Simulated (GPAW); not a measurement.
# How CuNiAu absorbs and reflects light, part 2 of 2

Aim: the dielectric function of CuNiAu, and the optical constants that follow from it.

GPAW 26.7.0; DFT, RPBE, plane-wave PAW (GPAW data sets), scalar-relativistic, RPA, optical limit.

So far. Step 2 (Ground state): There are states at the Fermi level within the smearing, so the occupations stay smeared and the carriers get a Drude term.

## Step 4: Dielectric function, RPA

Transitions between filled and empty bands, summed over the zone, give the optical response, so mesh, band count and broadening shape it.

The induced potential is part of this response.

This step: DFT, RPBE, plane-wave PAW (GPAW data sets), scalar-relativistic, RPA, optical limit (GPAW 26.7.0).

Contents of df.py:

```python
from gpaw.response.df import DielectricFunction

df = DielectricFunction('full.gpw', frequencies={'type': 'nonlinear', 'domega0': 0.03, 'omega2': 8},
                        ecut=30,
                        eta=0.15,
                        nbands=41,
                        rate=0.03,
                        txt='df.txt')
for direction in ['x', 'z']:
    df.get_dielectric_function(xc='RPA', direction=direction, filename=f'df_{direction}.csv')
```

Command:

```console
> OMP_NUM_THREADS=1 python df.py
```

Numbers of over 12 decimals in the logs are rounded to 6 here.

The log of the run:

```text
Using integrator: PointIntegrator
NonLinearFrequencyDescriptor(from 0.000 to 100.485 eV, 541 points)
Nonperiodic BCs:  [False False False]
Using integrator: PointIntegrator
NonLinearFrequencyDescriptor(from 0.000 to 100.485 eV, 541 points)
Nonperiodic BCs:  [False False False]
Using integrator: PointIntegrator

Calculating chi0 body with:
    Ground state adapter containing:
    Number of spins: 2
    Number of kpoints: 2023
    Number of irreducible kpoints: 204
    Number of completely occupied states: 15
    Number of partially occupied states: 21

    Linear response parametrization:
    q_c: [0.0, 0.0, 0.0]
    Number of frequency points: 541
    Planewave cutoff: 30.0
    Number of bands: 41
    Number of planewaves: 11
    Broadening (eta): 0.15

Integrating chi0 body.

Symmetries of q_c:
    Direct symmetries (Uq -> q): 6
    Indirect symmetries (TUq -> q): 6
In total 12 allowed symmetries.

204 groups of equivalent kpoints. 89.915966% reduction.

Integral kind: spectral function

Calculating chi0 optical extensions with:
    Ground state adapter containing:
    Number of spins: 2
    Number of kpoints: 2023
    Number of irreducible kpoints: 204
    Number of completely occupied states: 15
    Number of partially occupied states: 21

    Linear response parametrization:
    Number of frequency points: 541
    Planewave cutoff: 30.0
    Number of bands: 41
    Number of planewaves: 11
    Broadening (eta): 0.15
Integrating chi0 head and wings.

Symmetries of q_c:
    Direct symmetries (Uq -> q): 6
    Indirect symmetries (TUq -> q): 6
In total 12 allowed symmetries.

204 groups of equivalent kpoints. 89.915966% reduction.

Integral kind: spectral function wings

Calculating drude chi0 with:
    Number of frequency points:541
    Plasma frequency decay rate: 0.03 eV

    Ground state adapter containing:
    Number of spins: 2
    Number of kpoints: 2023
    Number of irreducible kpoints: 204
    Number of completely occupied states: 15
    Number of partially occupied states: 21

Symmetries of q_c:
    Direct symmetries (Uq -> q): 6
    Indirect symmetries (TUq -> q): 6
In total 12 allowed symmetries.

204 groups of equivalent kpoints. 89.915966% reduction.

Integral kind: intraband
Plasma frequency:
[[5.78-0.j 0.  +0.j 0.  -0.j]
 [0.  +0.j 5.78-0.j 0.  -0.j]
 [0.  -0.j 0.  -0.j 5.06-0.j]]
```

It took 61 s on 1 thread of Arm Neoverse V1, shared host; peak memory 0.34 GiB.

Some rows of df_x.csv (energy; Re and Im without local fields; Re and Im with them):

```text
0.000000, 37211.399027, -0.000003, 37211.391543, -0.000003
0.555532, -72.372839, 51.248997, -72.379282, 51.252833
1.143969, -17.834851, 34.209775, -17.845963, 34.206686
1.768324, -12.439111, 18.214760, -12.454570, 18.212557
2.431988, -6.689487, 12.671315, -6.708675, 12.663973
3.138794, -4.728216, 8.157615, -4.743463, 8.149176
3.893091, -1.942626, 6.908662, -1.942788, 6.892147
4.699832, -1.757133, 5.428940, -1.760988, 5.422789
5.564682, -1.511782, 4.936697, -1.508020, 4.932589
6.494155, -1.355553, 3.835528, -1.351514, 3.835177
7.495775, -1.113635, 3.157123, -1.113315, 3.157308
8.578281, -0.607513, 2.607239, -0.610261, 2.607533
9.751884, -0.500737, 2.148318, -0.505091, 2.145417
11.028587, -0.217059, 1.822131, -0.223383, 1.819585
12.422601, 0.045707, 1.686335, 0.039456, 1.678873
13.950874, -0.033847, 1.507792, -0.039680, 1.498298
15.633783, 0.019506, 1.140395, 0.020588, 1.126981
17.496047, 0.139863, 0.959234, 0.149399, 0.946555
19.567954, 0.297724, 0.762960, 0.306893, 0.762289
21.887015, 0.215981, 0.860480, 0.220610, 0.862683
24.500258, 0.167239, 0.558720, 0.174200, 0.557060
```

Sum at mesh points, not converged in k. Im ε against photon energy; read off at these points:

```tsv
photon energy (eV)	E ∥ x	E ∥ z
0.5	55.4	71.8
1.0	38.1	29.8
1.5	25.3	17.4
2.0	15.4	14.3
2.5	12.3	11.3
3.0	9.06	8.66
3.5	7.19	8.23
4.0	7.03	7.18
4.5	5.90	5.53
5.0	5.56	5.03
5.5	4.97	4.48
6.0	4.34	4.19
6.5	3.83	3.80
7.0	3.33	3.36
7.5	3.15	2.84
8.0	2.63	2.52
8.5	2.64	2.42
9.0	2.36	2.19
9.5	2.22	2.06
10.0	1.97	2.12
10.5	1.90	2.06
11.0	1.83	1.94
11.5	1.66	1.88
12.0	1.60	1.82
12.5	1.66	1.68
13.0	1.63	1.53
13.5	1.56	1.47
14.0	1.49	1.45
14.5	1.36	1.31
15.0	1.29	1.24
15.5	1.14	1.15
16.0	1.09	1.04
16.5	1.07	0.945
17.0	0.956	0.913
17.5	0.946	0.880
18.0	0.888	0.786
18.5	0.866	0.820
19.0	0.832	0.790
19.5	0.768	0.724
20.0	0.785	0.758
20.5	0.815	0.748
21.0	0.861	0.764
21.5	0.972	0.798
22.0	0.844	0.827
22.5	0.804	0.762
23.0	0.736	0.707
23.5	0.675	0.603
24.0	0.646	0.551
24.5	0.557	0.491
```

Values under 1 per cm are given as 1; sum at mesh points, not converged in k. Table of absorption coefficient by photon energy:

```tsv
photon energy (eV)	E ∥ x (1/cm)	E ∥ z (1/cm)
0.492	5.1e5	4.8e5
1.010	5.8e5	5.8e5
1.486	7.3e5	6.0e5
1.985	7.4e5	6.5e5
2.508	8.1e5	7.1e5
3.018	8.6e5	7.6e5
3.510	8.2e5	7.9e5
3.980	8.6e5	8.8e5
4.516	9.5e5	9.3e5
4.981	9.7e5	9.1e5
5.515	1.0e6	9.6e5
6.021	1.1e6	9.8e5
6.494	1.1e6	1.0e6
6.985	1.1e6	1.0e6
7.496	1.1e6	1.1e6
8.026	1.1e6	1.0e6
8.516	1.1e6	1.0e6
9.023	1.1e6	1.0e6
9.483	1.1e6	1.0e6
10.026	1.1e6	1.1e6
10.519	1.1e6	1.1e6
11.029	1.1e6	1.1e6
11.479	1.1e6	1.1e6
12.023	1.1e6	1.2e6
12.504	1.1e6	1.2e6
13.000	1.2e6	1.2e6
13.512	1.2e6	1.2e6
14.040	1.2e6	1.2e6
14.493	1.2e6	1.2e6
14.960	1.2e6	1.2e6
15.536	1.2e6	1.2e6
16.031	1.2e6	1.1e6
16.541	1.2e6	1.1e6
16.959	1.1e6	1.1e6
17.496	1.1e6	1.1e6
18.049	1.1e6	9.9e5
18.504	1.1e6	1.0e6
18.969	1.1e6	1.0e6
19.447	1.0e6	9.5e5
20.061	1.0e6	9.8e5
20.438	1.0e6	9.8e5
20.953	1.1e6	1.0e6
21.482	1.3e6	1.1e6
22.024	1.3e6	1.2e6
22.440	1.3e6	1.2e6
23.009	1.2e6	1.2e6
23.446	1.2e6	1.1e6
24.042	1.2e6	1.0e6
24.500	1.1e6	9.6e5
```

Sum at mesh points, not converged in k. Im ε, E ∥ x against photon energy; read off at these points:

```tsv
photon energy (eV)	without local fields	with local fields
1	38.1	38.1
2	15.4	15.4
3	9.07	9.06
4	7.04	7.03
5	5.58	5.56
6	4.34	4.34
7	3.33	3.33
8	2.63	2.63
9	2.36	2.36
10	1.98	1.97
11	1.83	1.83
12	1.60	1.60
13	1.64	1.63
14	1.50	1.49
15	1.30	1.29
16	1.10	1.09
17	0.969	0.956
18	0.895	0.888
19	0.834	0.832
20	0.784	0.785
21	0.862	0.861
22	0.843	0.844
23	0.739	0.736
24	0.650	0.646
```

Sum at mesh points, not converged in k. The loss function −Im 1/ε at q → 0 by energy loss; read off at these points:

```tsv
energy loss (eV)	E ∥ x	E ∥ z
0.50	0.00472	0.00647
1.00	0.0197	0.0188
1.50	0.0281	0.0422
2.00	0.0483	0.0614
2.50	0.0636	0.0801
3.00	0.0813	0.101
3.50	0.118	0.117
4.00	0.133	0.129
4.50	0.146	0.154
5.00	0.167	0.187
5.50	0.184	0.206
6.00	0.208	0.229
6.50	0.232	0.245
7.00	0.267	0.281
7.50	0.282	0.316
8.00	0.344	0.376
8.50	0.360	0.401
9.00	0.395	0.450
9.50	0.428	0.484
10.00	0.482	0.472
10.50	0.519	0.486
11.00	0.538	0.516
11.50	0.597	0.533
12.00	0.627	0.550
12.50	0.601	0.594
13.00	0.612	0.653
13.50	0.643	0.679
14.00	0.671	0.691
14.50	0.734	0.766
15.00	0.775	0.806
15.50	0.878	0.872
16.00	0.911	0.964
16.50	0.936	1.05
17.00	1.03	1.06
17.50	1.03	1.08
18.00	1.08	1.18
18.50	1.08	1.07
19.00	1.10	1.12
19.33	1.14	1.15
19.50	1.13	1.12
20.00	1.04	1.04
20.50	0.998	1.04
21.00	0.939	1.000
21.50	0.918	1.01
22.00	1.11	1.04
22.50	1.16	1.16
23.00	1.27	1.29
23.50	1.37	1.45
24.00	1.44	1.51
24.50	1.64	1.60
```

Sum at mesh points, not converged in k. The reflectivity at normal incidence by photon energy; read off at these points:

```tsv
photon energy (eV)	E ∥ x (%)	E ∥ z (%)
0.5	90.4	86.8
1.0	74.3	77.5
1.5	71.0	65.5
2.0	63.6	57.0
2.5	59.0	52.1
3.0	56.6	49.4
3.5	47.9	43.4
4.0	43.3	43.9
4.5	44.6	44.2
5.0	39.9	37.6
5.5	39.2	37.1
6.0	37.9	33.7
6.5	37.0	34.5
7.0	35.2	31.9
7.5	34.6	32.8
8.0	31.7	28.5
8.5	28.8	26.5
9.0	28.8	23.6
9.5	27.0	21.5
10.0	25.9	20.7
10.5	22.6	20.7
11.0	22.5	19.4
11.5	20.9	19.4
12.0	18.1	20.1
12.5	18.4	19.9
13.0	18.2	19.4
13.5	18.5	17.8
14.0	18.9	18.6
14.5	18.5	17.9
15.0	17.9	17.6
15.5	17.3	16.8
16.0	15.5	16.4
16.5	16.0	14.9
17.0	14.4	13.1
17.5	13.6	12.4
18.0	12.8	11.7
18.5	11.8	9.95
19.0	11.1	10.2
19.5	9.87	8.63
20.0	8.53	7.99
20.5	8.40	7.86
21.0	8.24	7.53
21.5	10.2	8.23
22.0	11.7	9.43
22.5	11.9	10.3
23.0	12.0	11.3
23.5	11.9	11.0
24.0	12.3	10.3
24.5	12.5	9.94
```

Optical constants at common wavelengths, from n + ik = √ε:

```tsv
wavelength (nm)	n x	k x	R (%) x	1/α x	n z	k z	R (%) z	1/α z
1550	3.41	6.457	77.7	19 nm	3.21	6.757	79.7	18 nm
1064	3.21	5.268	71.8	16 nm	2.38	4.910	73.2	17 nm
800	2.52	4.702	70.8	14 nm	2.20	3.798	64.3	17 nm
633	2.09	3.735	64.4	13 nm	2.25	3.222	57.0	16 nm
450	1.79	3.010	57.5	12 nm	1.93	2.686	51.2	13 nm
308	1.64	2.147	43.4	11 nm	1.64	2.175	43.9	11 nm
193	1.16	1.669	37.6	9.2 nm	1.22	1.591	34.5	9.7 nm
```

In reflection the computed colour is light grey: x = 0.322, y = 0.335, luminous reflectivity 58 %.

## Step 5: Summary of results

In words: At this level (RPBE, RPA) CuNiAu is a metal. The mesh is too coarse to trust the carriers' weight, the reflectivity or the colour to better than tens of per cent. In reflection the computed colour is light grey: x = 0.322, y = 0.335, luminous reflectivity 58 %. The carriers' damping of 0.03 eV is typed, not computed; it shapes the response at the lowest energies. Spin-orbit coupling is left out although heavy atoms are present. The magnetic state comes from one start and need not be the lowest. In this version of GPAW the matrix elements of the optical limit are incomplete, which can lower ε − 1 by up to a tenth where first-row anions or d states rule, and shift it by more in d metals. GPAW's carrier term has the form −ωp²/(ω + i·rate)², which damps like twice the rate and fails at low energy, so the curves leave the lowest energies out. The sum runs over mesh points 0.16 Å⁻¹ apart with no interpolation, so peaks are partly noise of the mesh, and the Drude plasma energy, a sum over the Fermi surface, isn't converged.

[Machine, clock and banner lines and Python warnings are left out of the logs.]

[Logs are printed without paths, hosts, clocks, repeated set-up lines and the standing remarks that a program may print on its own settings, such as how far it seeks lower states.]

[Hosts, paths, dates, database ids (printed as entryN), source tags and the programs' standing remarks are cut or masked in the printed files.]
